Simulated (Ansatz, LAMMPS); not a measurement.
# Structural relaxation of amorphous 38SiO2-62GeO2 (mol %) (96 atoms), part 2 of 4

How does amorphous 38SiO2-62GeO2 (mol %) (96 atoms) relax, and what do bonds, charges and levels look like afterwards?

Ansatz 0.2.0; Kohn-Sham DFT, PBE, PAW (set soft_2), plane waves.

The cell: 12 Si, 20 Ge and 64 O. The quench rate of 50 K/ps is orders of magnitude faster than experiment. The network of bonds at the start is that of the classical potential that made the cell. Only the Γ point is sampled, in a cell whose shortest periodic width is 11 Å.

So far. Step 3 (Single point at the start): The r.m.s. force component of 0.85 eV/Å sets the starting point.

## (4) Cell and atoms relaxed

Cell and atoms are freed together, to release stress as well as forces.

input.yaml reads:

```yaml
crystal:
  lattice:
    - [11.4375, 0.0, 0.0]
    - [0.0, 11.4375, 0.0]
    - [0.0, 0.0, 11.4375]
  atoms:
    [... the 96 atom lines of step 3 ...]
kpoints:
  mp_grid: { grid: [1, 1, 1] }
hamiltonian:
  xc: pbe
scf:
  occupations: { method: fermi_dirac, width: 0.025 }
output:
  forces: true
relax:
  f_tol: 0.04
  max_steps: 250
  cell: {}
```

Run with:

```
> ansatz run input.yaml --threads 4 --pin off --max-ram 8192MiB --backend cpu --events-out ev --progress --plain --runs-dir out
```

The program printed:

```text
[...]
Crystal: 96 atoms, lattice volume = 1496.213 Å³
Basis set: ecut = 420 eV, 29279 PW (Γ), exchange–correlation on 160×160×160 points (8 copies of the dense FFT grid, shifted against one another)
Bands: 452, of which v1, the nominal top of the filled ones, is band 356 counted from 1 (355 counted from 0)
Symmetry: 1 space group operations
[...]
k-points: 1
[...]
SCF iter   1: F=—  HF=-129865.454467 eV  |F-HF|=—  |Δ(HF+E_count)|=         —  Δρ=2.55e-3  dr2=1.11e-1  ethr=1.77e-3  ⟨swp⟩=5.0  Hψ=1717  notcnv=0  defer=77
[...]
SCF iter   9: F=-129865.469526 eV  HF=-129865.469526 eV  |F-HF|=2.10e-9  |Δ(HF+E_count)|=   3.20e-9  Δρ=8.17e-7  dr2=7.59e-9  ethr=1.40e-11  ⟨swp⟩=4.0  Hψ=1343  notcnv=0
SCF 1 converged in 9 iterations: F = -129865.469526 eV  dr2 = 7.59e-9
[...]
relax step   1: F+E_penalty+E_count = -129865.46952578 eV  Δ(F+E_penalty+E_count) = +0.000e0 eV  max|allowed force component| = 2.572e0 eV/Å  Δτ_max = 0.0000 Å  P = +6.310 GPa  Ω = 1496.213 Å³  (9 SCF iters, dr2 threshold 1.00e-7 eV, accepted)
[... from here on, the SCF cycles and remarks between the steps are left out ...]
relax step   2: F+E_penalty+E_count = -129869.73218691 eV  Δ(F+E_penalty+E_count) = -4.263e0 eV  max|allowed force component| = 1.746e0 eV/Å  Δτ_max = 0.1419 Å  P = +2.925 GPa  Ω = 1519.835 Å³  energy of the carried Pulay correction = -7.567e-2 eV  (7 SCF iters, dr2 threshold 9.60e-6 eV, accepted)
relax step   3: F+E_penalty+E_count = -129873.05030260 eV  Δ(F+E_penalty+E_count) = -3.318e0 eV  max|allowed force component| = 7.354e-1 eV/Å  Δτ_max = 0.1981 Å  P = -0.438 GPa  Ω = 1508.006 Å³  energy of the carried Pulay correction = -3.793e-2 eV  (8 SCF iters, dr2 threshold 9.60e-6 eV, accepted)
relax step   4: F+E_penalty+E_count = -129873.86661147 eV  Δ(F+E_penalty+E_count) = -8.163e-1 eV  max|allowed force component| = 2.775e-1 eV/Å  Δτ_max = 0.2000 Å  P = -0.051 GPa  Ω = 1480.834 Å³  energy of the carried Pulay correction = +4.991e-2 eV  (8 SCF iters, dr2 threshold 9.60e-6 eV, accepted)
relax step   5: F+E_penalty+E_count = -129874.09911336 eV  Δ(F+E_penalty+E_count) = -2.325e-1 eV  max|allowed force component| = 1.089e-1 eV/Å  Δτ_max = 0.2000 Å  P = -0.037 GPa  Ω = 1470.407 Å³  energy of the carried Pulay correction = +8.404e-2 eV  (8 SCF iters, dr2 threshold 4.81e-6 eV, accepted)
relax step   6: F+E_penalty+E_count = -129874.17268673 eV  Δ(F+E_penalty+E_count) = -7.357e-2 eV  max|allowed force component| = 8.391e-2 eV/Å  Δτ_max = 0.2000 Å  P = +0.023 GPa  Ω = 1463.629 Å³  energy of the carried Pulay correction = +1.064e-1 eV  (8 SCF iters, dr2 threshold 7.42e-7 eV, accepted)
relax step   7: F+E_penalty+E_count = -129874.18363770 eV  Δ(F+E_penalty+E_count) = -1.095e-2 eV  max|allowed force component| = 9.926e-2 eV/Å  Δτ_max = 0.1260 Å  P = -0.014 GPa  Ω = 1465.041 Å³  energy of the carried Pulay correction = +1.017e-1 eV  (8 SCF iters, dr2 threshold 4.40e-7 eV, accepted)
relax step   8: F+E_penalty+E_count = -129874.18807816 eV  Δ(F+E_penalty+E_count) = -4.440e-3 eV  max|allowed force component| = 1.073e-1 eV/Å  Δτ_max = 0.0528 Å  P = -0.077 GPa  Ω = 1464.021 Å³  energy of the carried Pulay correction = +1.051e-1 eV  (8 SCF iters, dr2 threshold 6.16e-7 eV, accepted)
relax step   9: F+E_penalty+E_count = -129874.19234615 eV  Δ(F+E_penalty+E_count) = -4.268e-3 eV  max|allowed force component| = 1.427e-2 eV/Å  Δτ_max = 0.0234 Å  P = -0.001 GPa  Ω = 1463.948 Å³  energy of the carried Pulay correction = +1.053e-1 eV  (6 SCF iters, dr2 threshold 7.20e-7 eV, accepted)
relax step  10: F+E_penalty+E_count = -129874.17562377 eV  Δ(F+E_penalty+E_count) = +1.672e-2 eV  max|allowed force component| = 1.466e-2 eV/Å  Δτ_max = 0.0000 Å  P = -0.035 GPa  Ω = 1463.948 Å³  stress off target by 2.78e-1 GPa  SCF on the basis re-selected at this cell (its energy is not comparable with the rows above)  (9 SCF iters)
relax step  11: F+E_penalty+E_count = -129874.18152527 eV  Δ(F+E_penalty+E_count) = -5.901e-3 eV  max|allowed force component| = 2.652e-2 eV/Å  Δτ_max = 0.0394 Å  P = -0.006 GPa  Ω = 1464.122 Å³  energy of the carried Pulay correction = -8.203e-5 eV  (8 SCF iters, dr2 threshold 1.94e-7 eV, accepted)
relax step  12: F+E_penalty+E_count = -129874.18531445 eV  Δ(F+E_penalty+E_count) = -3.789e-3 eV  max|allowed force component| = 1.133e-2 eV/Å  Δτ_max = 0.0145 Å  P = +0.002 GPa  Ω = 1463.457 Å³  energy of the carried Pulay correction = +1.990e-3 eV  (9 SCF iters, dr2 threshold 1.54e-8 eV, accepted)
relax step  13: F+E_penalty+E_count = -129874.18691924 eV  Δ(F+E_penalty+E_count) = -1.605e-3 eV  max|allowed force component| = 1.126e-2 eV/Å  Δτ_max = 0.0000 Å  P = +0.002 GPa  Ω = 1463.457 Å³  stress off target by 3.09e-2 GPa  SCF on the basis re-selected at this cell (its energy is not comparable with the rows above)  (7 SCF iters)
basis re-selected at this cell: Δ(F+E_penalty+E_count) = -1.605e-3 eV, ΔP = -0.000 GPa vs the last step (what re-selecting the basis moved, of the pressure what is left beyond the Pulay correction that the steps carried, after the strain that the cell walked since its last selection, [...]
SCF converged after 7 iterations
Free energy (F): -129874.186919 eV
[...]
Internal energy: -129874.186919 eV  (E = F + TS)
E sigma→0 (E₀):  -129874.186919 eV
Fermi energy:    3.694700 eV
[...]
--- Forces (eV/Å), atoms counted from 1 ---
  atom   1  Si    -0.00047013    -0.00207751    -0.00340798
  atom   2  Si     0.00247508    -0.00205437     0.00227039
  atom   3  Si    -0.00171408    -0.00022034    -0.00369042
  atom   4  Si    -0.00024014    -0.00271254    -0.00505435
  atom   5  Si     0.00000607     0.00069599     0.00397854
  atom   6  Si     0.00926583    -0.00485287     0.01125861
  atom   7  Si     0.00315178     0.00226275    -0.00116709
  atom   8  Si     0.00223278    -0.00068758    -0.00147306
  atom   9  Si    -0.00346708    -0.00166669     0.00069320
  atom  10  Si     0.00544926     0.00307399    -0.00075978
  atom  11  Si    -0.00098907     0.00415180     0.00169774
  atom  12  Si    -0.00697512     0.00006748     0.00128290
  atom  13  Ge    -0.00197859    -0.00318460    -0.00045279
  atom  14  Ge    -0.00041798     0.00318197    -0.00084015
[...]
atom  95  O     -0.00142091    -0.00455167     0.00007040
  atom  96  O     -0.00226060    -0.00241458    -0.00035842
  max |Σ_I F_I| component: 1.54e-5 eV/Å
--- Stress (GPa, compression-positive) ---
       -0.016687      -0.017934       0.015024
       -0.017934       0.018721      -0.005452
        0.015023      -0.005452       0.003150
  P = ⅓ Tr σ = 0.0017 GPa (0.017 kbar)
--- Relaxed structure (11 steps of the walk, 11 accepted, 2 SCFs on fresh bases) ---
  F+E_penalty+E_count = -129874.18691924 eV   max|allowed force component| = 1.126e-2 eV/Å   (the final SCF, on the basis selected at the relaxed cell)
  cell:  # Å, volume = 1463.4568 Å³
    - [10.952417, -0.285594, 0.232237]
    - [-0.285594, 11.591343, -0.026241]
    - [0.232237, -0.026241, 11.539899]
  atoms:
    - { symbol: Si, position: [0.550469, 0.652773, 0.885538] }
    - { symbol: Si, position: [0.860989, 0.337541, 0.743290] }
    - { symbol: Si, position: [0.667512, 0.465842, 0.055040] }
    - { symbol: Si, position: [0.196824, 0.560522, 0.664068] }
[...]
- { symbol: O, position: [0.907548, 0.263765, 0.078035] }
```

Run time: 3 min. Hardware: 4 threads of AMD EPYC 7B13 (Zen 3), shared host; peak memory 2.2 GiB; 11 min of CPU time.

Step by step:

| step | energy less that of the first step (eV) | largest force component (eV/Å) | pressure (GPa) | volume (Å³) |
| --- | --- | --- | --- | --- |
| 1 | 0.0000 | 2.5723 | 6.31 | 1496.21 |
| 2 | -4.2627 | 1.7456 | 2.93 | 1519.83 |
| 3 | -7.5808 | 0.7354 | -0.44 | 1508.01 |
| 4 | -8.3971 | 0.2775 | -0.05 | 1480.83 |
| 5 | -8.6296 | 0.1089 | -0.04 | 1470.41 |
| 6 | -8.7032 | 0.0839 | 0.02 | 1463.63 |
| 7 | -8.7141 | 0.0993 | -0.01 | 1465.04 |
| 8 | -8.7186 | 0.1073 | -0.08 | 1464.02 |
| 9 | -8.7228 | 0.0143 | 0.00 | 1463.95 |
| 10* | -8.7061 | 0.0147 | -0.03 | 1463.95 |
| 11 | -8.7120 | 0.0265 | -0.01 | 1464.12 |
| 12 | -8.7158 | 0.0113 | 0.00 | 1463.46 |
| 13* | -8.7174 | 0.0113 | 0.00 | 1463.46 |

Relaxation steps marked * repeat the geometry before them on a plane-wave basis chosen anew for their cell, so energy and pressure can jump there.

| cell as run | before | after | change |
| --- | --- | --- | --- |
| a (Å) | 11.438 | 10.959 | -4.2 % |
| b (Å) | 11.438 | 11.595 | +1.4 % |
| c (Å) | 11.438 | 11.542 | +0.9 % |
| α (°) | 90.00 | 90.29 | +0.3 % |
| β (°) | 90.00 | 87.63 | -2.6 % |
| γ (°) | 90.00 | 92.91 | +3.2 % |
| volume (Å³/atom) | 15.59 | 15.24 | -2.2 % |

The atoms that moved most (Å, as changes of fractional coordinates times the final cell):

| atom | dx | dy | dz | length |
| --- | --- | --- | --- | --- |
| O92 | -0.406 | -0.126 | 0.639 | 0.768 |
| O58 | -0.298 | -0.382 | -0.128 | 0.501 |
| O68 | 0.262 | 0.029 | 0.359 | 0.445 |
| O72 | 0.354 | 0.228 | 0.096 | 0.432 |
| O50 | 0.068 | 0.419 | -0.040 | 0.427 |
| O65 | 0.282 | 0.052 | -0.306 | 0.419 |
| O67 | 0.085 | 0.408 | -0.019 | 0.418 |
| O64 | 0.240 | 0.218 | 0.175 | 0.368 |

The relaxation changed the energy by -90.8 meV/atom, and atoms moved by 0.25 Å r.m.s., 0.77 Å at most.

## (5) Distances and neighbours after relaxation

Bonds before and after, by the cutoffs listed below:

| pair | bonds before | bonds after | mean before (Å) | mean after (Å) | spread before (Å) | spread after (Å) |
| --- | --- | --- | --- | --- | --- | --- |
| O-Ge | 80 | 80 | 1.725 | 1.771 | 0.020 | 0.015 |
| O-Si | 48 | 48 | 1.620 | 1.639 | 0.026 | 0.014 |

Density 3.19 g/cm³, 15.24 Å³ an atom.

g(r), total and by pair (bins of 0.2 Å):

| r (Å) | total | O-O | O-Ge | O-Si | Ge-Ge | Ge-Si | Si-Si |
| --- | --- | --- | --- | --- | --- | --- | --- |
| 1.60 | 2.27 | 0.00 | 0.00 | 13.60 | 0.00 | 0.00 | 0.00 |
| 1.80 | 3.22 | 0.00 | 11.57 | 0.00 | 0.00 | 0.00 | 0.00 |
| 2.00 | 0.00 | 0.00 | 0.00 | 0.00 | 0.00 | 0.00 | 0.00 |
| 2.20 | 0.00 | 0.00 | 0.00 | 0.00 | 0.00 | 0.00 | 0.00 |
| 2.40 | 0.00 | 0.00 | 0.00 | 0.00 | 0.00 | 0.00 | 0.00 |
| 2.60 | 1.10 | 2.46 | 0.00 | 0.00 | 0.00 | 0.00 | 0.00 |
| 2.80 | 1.53 | 3.17 | 0.34 | 0.00 | 0.00 | 0.58 | 0.00 |
| 3.00 | 1.27 | 2.15 | 0.34 | 0.16 | 1.26 | 1.85 | 2.68 |
| 3.20 | 1.01 | 0.73 | 0.39 | 0.36 | 5.71 | 3.12 | 7.15 |
| 3.40 | 0.64 | 0.55 | 0.67 | 0.85 | 1.01 | 0.44 | 0.00 |
| 3.60 | 0.83 | 0.68 | 1.16 | 1.13 | 0.23 | 0.00 | 0.60 |
| 3.80 | 1.00 | 0.68 | 1.66 | 1.43 | 0.00 | 0.00 | 0.00 |
| 4.00 | 1.02 | 0.74 | 1.00 | 1.97 | 1.48 | 0.30 | 0.00 |
| 4.20 | 1.14 | 0.52 | 1.75 | 1.98 | 0.66 | 0.54 | 1.86 |
| 4.40 | 1.09 | 0.62 | 1.56 | 1.57 | 0.92 | 1.01 | 2.06 |
| 4.60 | 1.13 | 1.12 | 1.29 | 0.94 | 1.36 | 0.80 | 0.76 |
| 4.80 | 0.93 | 1.17 | 0.67 | 0.43 | 1.27 | 1.47 | 1.75 |
| 5.00 | 1.03 | 1.25 | 0.79 | 0.54 | 1.51 | 1.64 | 0.98 |
| 5.20 | 1.17 | 1.52 | 0.71 | 0.81 | 1.61 | 1.27 | 1.50 |
| 5.40 | 1.01 | 1.31 | 0.61 | 0.70 | 1.00 | 1.41 | 1.41 |

Bonds by pair of elements; cutoffs follow the first minimum of g(r), held within bounds set by covalent radii, and pairs that aren't listed don't count as bonded:

| pair A-B | cutoff (Å) | bonds | mean length (Å) | spread (Å) | shortest (Å) | B about A | A about B |
| --- | --- | --- | --- | --- | --- | --- | --- |
| O-Ge | 2.17 | 80 | 1.77 | 0.015 | 1.74 | 1.25 | 4 |
| O-Si | 2.08 | 48 | 1.64 | 0.014 | 1.61 | 0.75 | 4 |

How many atoms have how many bonded neighbours:

| element | mean | 2 | 4 |
| --- | --- | --- | --- |
| Ge | 4 | 0 | 20 |
| O | 2 | 64 | 0 |
| Si | 4 | 0 | 12 |

Bond angles, per cent of each kind in bins of 5°:

| angle (°) | O-Ge-O | O-Si-O | Ge-O-Ge | Ge-O-Si | Si-O-Si |
| --- | --- | --- | --- | --- | --- |
| 90–95 | 1.7 | 0.0 | 0.0 | 0.0 | 0.0 |
| 95–100 | 10.8 | 1.4 | 0.0 | 0.0 | 0.0 |
| 100–105 | 18.3 | 16.7 | 0.0 | 0.0 | 0.0 |
| 105–110 | 27.5 | 40.3 | 0.0 | 0.0 | 0.0 |
| 110–115 | 20.8 | 31.9 | 0.0 | 4.2 | 0.0 |
| 115–120 | 11.7 | 4.2 | 14.3 | 8.3 | 0.0 |
| 120–125 | 5.0 | 5.6 | 21.4 | 8.3 | 0.0 |
| 125–130 | 2.5 | 0.0 | 17.9 | 20.8 | 8.3 |
| 130–135 | 0.8 | 0.0 | 17.9 | 4.2 | 8.3 |
| 135–140 | 0.8 | 0.0 | 14.3 | 37.5 | 0.0 |
| 140–145 | 0.0 | 0.0 | 3.6 | 0.0 | 16.7 |
| 145–150 | 0.0 | 0.0 | 3.6 | 0.0 | 25.0 |
| 150–155 | 0.0 | 0.0 | 7.1 | 8.3 | 16.7 |
| 155–160 | 0.0 | 0.0 | 0.0 | 8.3 | 0.0 |
| 160–165 | 0.0 | 0.0 | 0.0 | 0.0 | 8.3 |
| 165–170 | 0.0 | 0.0 | 0.0 | 0.0 | 16.7 |

Bond angles (no mean is given where the spread exceeds 20°):

| angle | count | mean (°) | spread (°) |
| --- | --- | --- | --- |
| O-Ge-O | 120 | 110 | 8 |
| O-Si-O | 72 | 110 | 4.7 |
| Ge-O-Ge | 28 | 130 | 9.9 |
| Ge-O-Si | 24 | 134 | 11.5 |
| Si-O-Si | 12 | 150 | 12.3 |

Oxygen atoms by the number of network formers (Si, P, Ge, B, Al, As, Ga) bound to them:

| network formers bound to O | O atoms | per cent |
| --- | --- | --- |
| 0 | 0 | 0 |
| 1 | 0 | 0 |
| 2 | 64 | 100 |

Network units: each former by its oxygen neighbours and how many of them bridge to another former:

| former | O neighbours | bridging O | atoms |
| --- | --- | --- | --- |
| Si | 4 | 4 | 12 |
| Ge | 4 | 4 | 20 |

Rings of the network by King's shortest-path rule, up to 12 atoms, one path for each pair of neighbours; H, halogens, alkali and alkaline-earth atoms are left out:

| ring size (atoms) | rings | per network atom |
| --- | --- | --- |
| 8 | 5 | 0.052 |
| 10 | 18 | 0.188 |
| 12 | 13 | 0.135 |

With the cutoffs above, all Ge atoms have 4, all O atoms have 2 and all Si atoms have 4 bonded neighbours. The O-Ge-O angle averages 110° with a spread of 8°. 100 % of the oxygens bridge two formers and 0 % are non-bridging. The commonest Ge unit has 4 oxygens, 4 of them shared with other formers (20 of 20 atoms). Rings of 10 atoms are the most common (50 % of those counted); sizes run from 8 to 12, where the search stops.

[end of part 2 of 4]

[Long decimals in the printed logs are rounded to 6 places.]

[Logs are printed without paths, hosts, clocks, repeated set-up lines and the standing remarks that a program may print on its own settings, such as how far it seeks lower states.]

[Hosts, paths, dates, database ids (printed as entryN), source tags and the programs' standing remarks are cut or masked in the printed files.]

[A walk said to have stopped at its limit may instead have ended on an SCF cycle that didn't converge.]
